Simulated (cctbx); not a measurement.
**Occupancies in FeBiS4**

Cell a = 8.7450 Å, b = 13.1010 Å, c = 6.4790 Å, α = 90.00°, β = 132.05°, γ = 90.00°; space group C2/c (no. 15); nominal formula FeBiS4.

Simulated single-crystal data (cctbx): Ag Kα, λ = 0.56087 Å, to d = 0.84 Å, 70 % of the full sphere, strongest reflection 70000 counts, noise from counting, a 1.5 % proportional error and a noise floor of 4 counts (s.d.); no absorption.

With every site full:

```text
Rint 0.012, 482 unique reflections to 0.84 A
cycle     R1     wR2    GooF  max shift (A)
   1  0.1948  0.4753  30.835   0.01315
   2  0.0955  0.2580  16.738   0.00022
final R1 0.0954 wR2 0.2580 GooF 16.738  parameters 28  data/parameter 17.2
atom        x        y        z      Ueq    occ   su(xyz)  su(Uiso or U11)
Bi1    0.00000  0.87468  0.25000   0.0017  1.000  0.00013  0.0013  NPD
Fe1    0.50000  0.89449  0.25000  -0.0112  1.000  0.00049  0.0027  NPD
S1     0.77313  0.95874  0.75076  -0.0156  1.000  0.00117  0.0028  NPD
S2     0.82246  0.70653  0.85206  -0.0035  1.000  0.00157  0.0043  NPD
difference map: max 14.16 min -2.86 rms 1.71
Q1    0.0000  0.1165  0.7500    4   14.58  0.12 A from Bi1
Q2    0.0000  0.3813  0.2500    4   12.52  0.17 A from Fe1
Q3    0.2463  0.0447  0.2392    8    9.55  0.22 A from S1
Q4    0.2241  0.3007  0.2176    8    7.47  0.36 A from S2
Q5    0.1250  0.2812  0.1250    8    5.06  0.41 A from S2
Q6    0.0038  0.3840  0.9894    8    1.88  1.64 A from S2
```

With the occupancies of the suspect sites free, each still typed as its main element:

```text
Rint 0.012, 482 unique reflections to 0.84 A
cycle     R1     wR2    GooF  max shift (A)
   1  0.1603  0.4044  26.266   0.00894
   6  0.0059  0.0140   0.909   0.00001
final R1 0.0059 wR2 0.0140 GooF 0.909  parameters 29  data/parameter 16.6
atom        x        y        z      Ueq    occ   su(xyz)  su(Uiso or U11)
Bi1    0.00000  0.87490  0.25000   0.0051  0.602  0.00001  0.0001
Fe1    0.50000  0.89438  0.25000   0.0220  1.000  0.00003  0.0002
S1     0.77236  0.95879  0.75118   0.0151  1.000  0.00006  0.0002
S2     0.82092  0.70611  0.84962   0.0307  1.000  0.00008  0.0003
su of occupancy Bi1: 0.001
difference map: max 0.22 min -0.17 rms 0.05
Q1    0.0000  0.0471  0.2500    4    0.22  2.00 A from S1
Q2    0.2464  0.1379  0.9297    8    0.21  1.39 A from S2
Q3    0.2254  0.3168  0.3775    8    0.16  1.27 A from S2
Q4    0.0396  0.3632  0.8301    8    0.16  1.80 A from S2
Q5    0.0857  0.1214  0.4248    8    0.16  2.34 A from S2
Q6    0.1188  0.0500  0.0310    8    0.16  1.05 A from S1
```

**Question.** What is the disorder?

X-rays count electrons. Bi1 refines to 0.602(0.001), or 50.0 electrons; the site truly holds 0.6 Bi, 49.8 electrons, which is 0.600 of Bi. A value under 1 can't tell vacancies from a lighter guest, and one over 1 needs a heavier guest; chemistry or a second radiation must settle which. Occupancy correlates with U and the scale, so the match is approximate.

Freeing them takes R1 from 0.0954 to 0.0059 and GooF from 16.74 to 0.91.

The model was made for the exercise: a known structure type with other elements put in, its volume estimated, not relaxed; displacement parameters are assumed.

[Middle refinement cycles are left out of these outputs.]

[Logs are printed without paths, hosts, clocks, repeated set-up lines and the standing remarks that a program may print on its own settings, such as how far it seeks lower states.]
